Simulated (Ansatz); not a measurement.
In doubt: masses and optical values from hybrid runs of this build are listed as unsure (in some of the runs), which bears on the screening that GW takes from such a start.

Two G0W0 runs on BaTiO3 (R3m).

The structure is trigonal, space group R3m (No. 160). The conventional cell has a = 5.655 Å, b = 5.655 Å, c = 6.955 Å, α = 90.00°, β = 90.00°, γ = 120.00°. Nearest to Ba lie 12 O at 2.79 to 2.89 Å. Ti has 6 O at 1.87 to 2.14 Å nearest. Nearest to O lie 2 Ti at 1.87 to 2.14 Å and 4 Ba at 2.79 to 2.89 Å. Farther neighbours and most contacts between anions are not listed.

```cif
data_structure
_symmetry_space_group_name_H-M 'P 1'
_symmetry_Int_Tables_number 1
_cell_length_a 4.0042
_cell_length_b 4.0042
_cell_length_c 4.0042
_cell_angle_alpha 89.837
_cell_angle_beta 89.837
_cell_angle_gamma 89.837
_cell_volume 64.20
loop_
_atom_site_label
_atom_site_type_symbol
_atom_site_fract_x
_atom_site_fract_y
_atom_site_fract_z
_atom_site_occupancy
Ba1 Ba 0.00000 0.00000 0.00000 1
Ti2 Ti 0.48450 0.48450 0.48450 1
O3 O 0.50860 0.50860 0.01750 1
O4 O 0.01750 0.50860 0.50860 1
O5 O 0.50860 0.01750 0.50860 1
```

The cell and positions come from the Crystallography Open Database and are kept as given unless a step says otherwise. Spin-orbit coupling is left out unless a run names it.

The first (Ansatz 0.2.0; start LDA, 6×6×6 mesh, 381 empty bands, screening to 190 eV, hard PAW files; 1 × NVIDIA H100 80GB HBM3 (shared by 3 runs) with 4 threads of AMD EPYC 7R13 (Zen 3), shared host) gave, on its mesh: starting gap 2.35 eV, G0W0 gap 4.12 eV, RPA ε∞ (mean) 5.69, 2 min.

Q: The second changes start from LDA to HSE06. What does it give?

It gave: starting gap 3.88 eV, G0W0 gap 4.37 eV, RPA ε∞ (mean) 4.27, 4.5 min. The G0W0 gap moves by +0.26 eV, +1.54 eV from the start and −1.28 eV from the correction. Σc changes by −0.34 eV at the valence top and +0.38 eV at the conduction bottom, and Σx − Vxc between them by −2.00 eV.

Limits: not at the basis limit; no spin-orbit coupling.

[Paths, hosts, dates, memory and timing lines, banners, echoed tables and standing remarks are left out of the program output.]

[Logs are printed without paths, hosts, clocks, repeated set-up lines and the standing remarks that a program may print on its own settings, such as how far it seeks lower states.]

[Runs of the session that timed out or met a known fault of the program may be left out.]

[Cells called generated may have been cut or substituted from an entry of the Crystallography Open Database or the Materials Project.]

[Hosts, paths, dates, database ids (printed as entryN), source tags and the programs' standing remarks are cut or masked in the printed files.]
